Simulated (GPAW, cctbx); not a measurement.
## What do these deviations say about the bonding?

NaMg3TlFe3, Amm2 (no. 38), a = 4.5627 Å, b = 6.9665 Å, c = 9.3598 Å, α = 90.00°, β = 90.00°, γ = 90.00°.

| atom | mult. | x | y | z |
| --- | --- | --- | --- | --- |
| Tl1 | 2 | 0 | 1/2 | 0.6807 |
| Fe1 | 2 | 1/2 | 1/2 | 0.3375 |
| Fe2 | 4 | 0 | 0.8321 | 0.8924 |
| Mg1 | 4 | 1/2 | 0.7697 | 0.0953 |
| Mg2 | 2 | 0 | 1/2 | 0.1302 |
| Na1 | 2 | 1/2 | 1/2 | 0.8738 |

The cell comes from substitution in a known structure type and wasn't matched to any measured phase.

Absolute values of the static structure factors of the conventional cell from DFT (PBE, GPAW) against free spherical atoms, in electrons:

| hkl | d (Å) | free atoms | crystal |
| --- | --- | --- | --- |
| 011 | 5.588 | 125.47 | 125.61 |
| 002 | 4.680 | 88.77 | 88.57 |
| 100 | 4.563 | 158.94 | 159.32 |
| 111 | 3.534 | 133.07 | 133.22 |
| 020 | 3.483 | 145.78 | 146.07 |
| 102 | 3.267 | 96.56 | 96.11 |
| 013 | 2.847 | 185.59 | 185.95 |
| 022 | 2.794 | 155.71 | 155.69 |
| 120 | 2.769 | 92.86 | 92.42 |
| 113 | 2.416 | 142.55 | 142.49 |

**Question.** Which way does charge move, and which reflections show it best?

Project each element's phase sum on the total phase. |F| rises if density moves to atoms that scatter in phase and falls if it moves to atoms that scatter against it; the rule is for low angles, since changes of shape take over beyond. Where all elements are in phase the terms compete, and the compactness of the donor's and the acceptor's density matters too.

| hkl | Tl in phase | Fe in phase | Mg in phase | Na in phase | change (e) | (%) |
| --- | --- | --- | --- | --- | --- | --- |
| 011 | +1.7 | +0.5 | -1.5 | -0.4 | +0.14 | +0.1 |
| 002 | +1.6 | -1.4 | +0.2 | -0.5 | -0.19 | -0.2 |
| 100 | +2.0 | +2.0 | -2.0 | -2.0 | +0.38 | +0.2 |
| 111 | +2.0 | +0.7 | -2.4 | -0.5 | +0.14 | +0.1 |
| 020 | +2.0 | -0.1 | -1.9 | +2.0 | +0.29 | +0.2 |
| 102 | +2.0 | -2.7 | 0.0 | +1.4 | -0.45 | -0.5 |
| 013 | +2.0 | +3.4 | -1.0 | -1.9 | +0.36 | +0.2 |
| 022 | +1.9 | +1.3 | +0.5 | -1.0 | -0.02 | 0.0 |

Low-angle reflections that set elements apart and change by more than 0.05 e: 011, 002, 100, 111, 020, 102 and 013 (022 hardly moves and tells little). The signs fit a gain of density on Fe and a loss on Mg and Na. The best witness is 102, -0.5 %, where Fe enters with -2.7. The real-space density agrees: Voronoi charges Tl +0.01, Fe -0.15, Mg +0.13, Na +0.06 e. The shortest bond, Fe–Fe, has Δρ = +0.09 e/Å³ at its midpoint, a covalent bond charge. Limits: a ferromagnetic start is the only order tried, and the real ground state may be antiferromagnetic or insulating.
